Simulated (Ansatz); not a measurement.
# TiTe2 monolayer (2H): modes against uniaxial strain along a, the zigzag direction, with the width clamped, part 2 of 2

Wanted: the shifts of the zone-centre modes of TiTe2 monolayer (2H) with strain.

Ansatz 0.2.0; DFT PBE, scalar-relativistic, plane waves, PAW; PAW set soft_1.

So far, highest optical mode at the zone centre (no LO-TO term) (cm⁻¹): step 4 (zone-centre response at rest) 256; step 6 (strain -1 %) 259.

**7. A member of the series: uniaxial strain of +5 % along a, the zigzag direction, with the width clamped**

The cell takes a uniaxial strain of +5 % along a, the zigzag direction, with the width clamped. The cell is held, and the atoms relax in it.

Input file input.yaml:

```yaml
crystal:
  lattice:
    - [3.9352620156, 0.0, 0.0]
    - [-1.9676310078, 3.2457494057, 0.0]
    - [0.0, 0.0, 31.0]
  atoms:
    - { symbol: Ti, position: [0.3307326426, 0.6614652853, 0.3225806452] }
    - { symbol: Te, position: [0.667967012, 0.335934024, 0.3795320033] }
    - { symbol: Te, position: [0.667967012, 0.335934024, 0.2656292871] }
  periodic: [true, true, false]
kpoints:
  mp_grid: { grid: [12, 12, 1] }
hamiltonian:
  xc: pbe
  pseudopotentials: { kind: paw, azcp: { folder: soft_1 } }
scf:
  occupations: { method: gaussian, width: 0.01 }
output:
  forces: true
  stress: true
  eigenvalues: true
relax:
  adjacent_minimum: "off"
  f_tol: 0.001
  max_steps: 60
```

Command:

```console
ansatz run input.yaml --threads 4 --pin off --max-ram 16384MiB --backend cpu --events-out ev --progress --plain --runs-dir out
```

Elapsed: 54 s, on 4 threads of Arm Neoverse V1, shared host; peak memory 0.9 GiB.

Relaxation path:

```csv
step,energy less that of the first step (eV),largest force component (eV/Å)
1,0.0000,0.0476
2,0.0004,0.0825
3,-0.0003,0.0110
4,-0.0003,0.0003
5,-0.0003,0.0003
```

Relaxation step 2 was tried and not accepted.

The run keeps the 4 symmetry operations that it works with, so distortions that break them were not tested.

The relaxed structure:

```cif
data_structure
_symmetry_space_group_name_H-M 'P 1'
_symmetry_Int_Tables_number 1
_cell_length_a 3.9353
_cell_length_b 3.7956
_cell_length_c 31.0000
_cell_angle_alpha 90.000
_cell_angle_beta 90.000
_cell_angle_gamma 121.225
_cell_volume 395.96
loop_
_atom_site_label
_atom_site_type_symbol
_atom_site_fract_x
_atom_site_fract_y
_atom_site_fract_z
_atom_site_occupancy
Ti1 Ti 0.33016 0.66031 0.32258 1
Te2 Te 0.66826 0.33651 0.37937 1
Te3 Te 0.66826 0.33651 0.26579 1
```

This step gave:

- gap on the k-mesh: 0.2348 eV
- area per atom: 4.258 Å²

The largest force component left is 0.25 meV/Å.

**8. Zone-centre modes of the member: uniaxial strain of +5 % along a, the zigzag direction, with the width clamped**

The zone-centre modes follow for uniaxial strain of +5 % along a, the zigzag direction, with the width clamped.

input.yaml, the sections that differ from step 7:

```yaml
crystal:
  lattice:
    - [3.9352620156, 0.0, 0.0]
    - [-1.9676310078, 3.2457494057, 0.0]
    - [0.0, 0.0, 31.0]
  atoms:
    - { symbol: Ti, position: [0.330155022, 0.660310044, 0.3225806452] }
    - { symbol: Te, position: [0.6682558223, 0.3365116446, 0.3793706326] }
    - { symbol: Te, position: [0.6682558223, 0.3365116446, 0.2657906578] }
  periodic: [true, true, false]
output:
  eigenvalues: true
phonons:
  method: dfpt
# kpoints, hamiltonian, scf: as in step 7
# relax: removed
```

Wall time 2.5 min (4 threads); peak memory 1.9 GiB; 9.7 min of CPU time.

This step gave:

| Quantity | Value |
| --- | --- |
| sum-rule residual before enforcement | 2.86e-5 eV/Å² |
| highest optical mode at the zone centre (no LO-TO term) | 237.8 cm⁻¹ |
| lowest optical zone-centre mode | 45.36 cm⁻¹ |

Without the LO-TO term. Patterns of degenerate modes are one choice out of their space. Modes at Γ, with each element's share of the kinetic energy:

```csv
mode,frequency (cm⁻¹),symmetry,Ti %,Te %
1,0.0,acoustic,16,84
2,0.0,acoustic,16,84
3,0.0,acoustic,16,84
4,45.4,B1,0,100
5,53.5,A2,0,100
6,145.1,A1,1,99
7,186.6,A1,83,17
8,197.3,B2,84,16
9,237.8,B1,84,16
```

The lowest optical mode is real, 45.4 cm⁻¹, and the highest lies at 237.8 cm⁻¹.

Between step 4 and this run (strain 5 %) the value for the highest optical mode at the zone centre (no LO-TO term) moves from 256 cm⁻¹ to 238 cm⁻¹ (-7 %).

**9. All members side by side**

The members are set side by side, also those not shown above.

Energies are extrapolated to zero smearing, and E0 is that at rest; members with a gap under 0.05 eV are left out; the cell is clamped and the atoms are relaxed; all runs use 12×12×1 k points and Gaussian smearing of 0.01 eV. State of the crystal along the series:

```csv
strain (%),E - E0 (meV/atom),gap on mesh (eV)
-1,0.7186,0.09788
0,0,0.1818
1,0.6923,0.1895
2,2.725,0.199
3,6.028,0.21
4,10.53,0.222
5,16.16,0.2348
```

Optical modes are counted from below at rest and tracked from member to member by their patterns, and modes that stay within 0.3 cm⁻¹ of each other stand once; labels, where given, are those at rest, then, where named, those of the strained cell; members with a gap under 0.05 eV are left out; the cell is clamped and the atoms are relaxed; all runs use 12×12×1 k points and Gaussian smearing of 0.01 eV. Optical modes along the series:

```csv
strain (%),optical mode 1 E'' single part (cm⁻¹),optical mode 2 E'' to A2 single part (cm⁻¹),optical mode 3 A1' to A1 (cm⁻¹),optical mode 4 E' to A1 single part (cm⁻¹),optical mode 5 E' single part (cm⁻¹),optical mode 6 A2'' (cm⁻¹)
-1,58.9,57.01,147.5,187.6,179.2,258.9
0,57.06,57.06,147.2,187.1,187.1,255.8
1,55.06,56.81,146.9,186.7,191.8,252.4
2,52.92,56.31,146.5,186.5,194.7,248.9
3,50.61,55.57,146.1,186.4,196.3,245.3
4,48.1,54.61,145.6,186.5,197.2,241.6
5,45.36,53.45,145.1,186.6,197.3,237.8
```

Value and slope at zero strain of a cubic (a lower polynomial where under five rows exist) through the rows within 2 % of rest. Slopes at rest:

```csv
mode,frequency (cm⁻¹),shift per percent of strain (cm⁻¹)
optical mode 1 E'' single part,57.1,-1.92
optical mode 2 E'' to A2 single part,57.1,-0.1
optical mode 3 A1' to A1,147.2,-0.28
optical mode 4 E' to A1 single part,187.1,-0.45
optical mode 5 E' single part,186.9,6.4
optical mode 6 A2'',255.8,-3.26
```

**10. Results**

| Quantity | Value |
| --- | --- |
| members | 7 |
| highest optical mode at the zone centre (no LO-TO term), at rest | 255.8 cm⁻¹ |
| optical mode 3 A1' to A1, shift per percent | -0.28 cm⁻¹ |
| optical mode 4 E' to A1 single part, shift per percent | -0.45 cm⁻¹ |
| optical mode 5 E' single part, shift per percent | 6.40 cm⁻¹ |
| optical mode 6 A2'', shift per percent | -3.26 cm⁻¹ |

What this shows: The strain lowers the symmetry: the level at 187.1 cm⁻¹ splits, into 186.6 and 197.3 cm⁻¹ at +5 %. Within 2 % of rest optical mode 2 E'' to A2 single part, optical mode 4 E' to A1 single part and optical mode 5 E' single part bend away from a straight line, so a single slope holds only near rest. The width is clamped, so the contraction across the strain that a free sheet shows is left out. At strain (%) -3 and -2 the gap on the mesh is under 0.05 eV, where mesh and smearing no longer suit, so these members are left out. These are harmonic frequencies at zero temperature: anharmonic shifts, linewidths and thermal expansion are left out. Spin-orbit coupling is left out, which can matter for the heavy elements here. The starting cell was built on a prototype and not taken from a measurement. Only the zone centre was solved, so an instability at another wavevector cannot show here. In a sheet the LO-TO splitting vanishes at the zone centre, so no such term is missing here.

[Logs are printed without paths, hosts, clocks, repeated set-up lines and the standing remarks that a program may print on its own settings, such as how far it seeks lower states.]

[Hosts, paths, dates, database ids (printed as entryN), source tags and the programs' standing remarks are cut or masked in the printed files.]
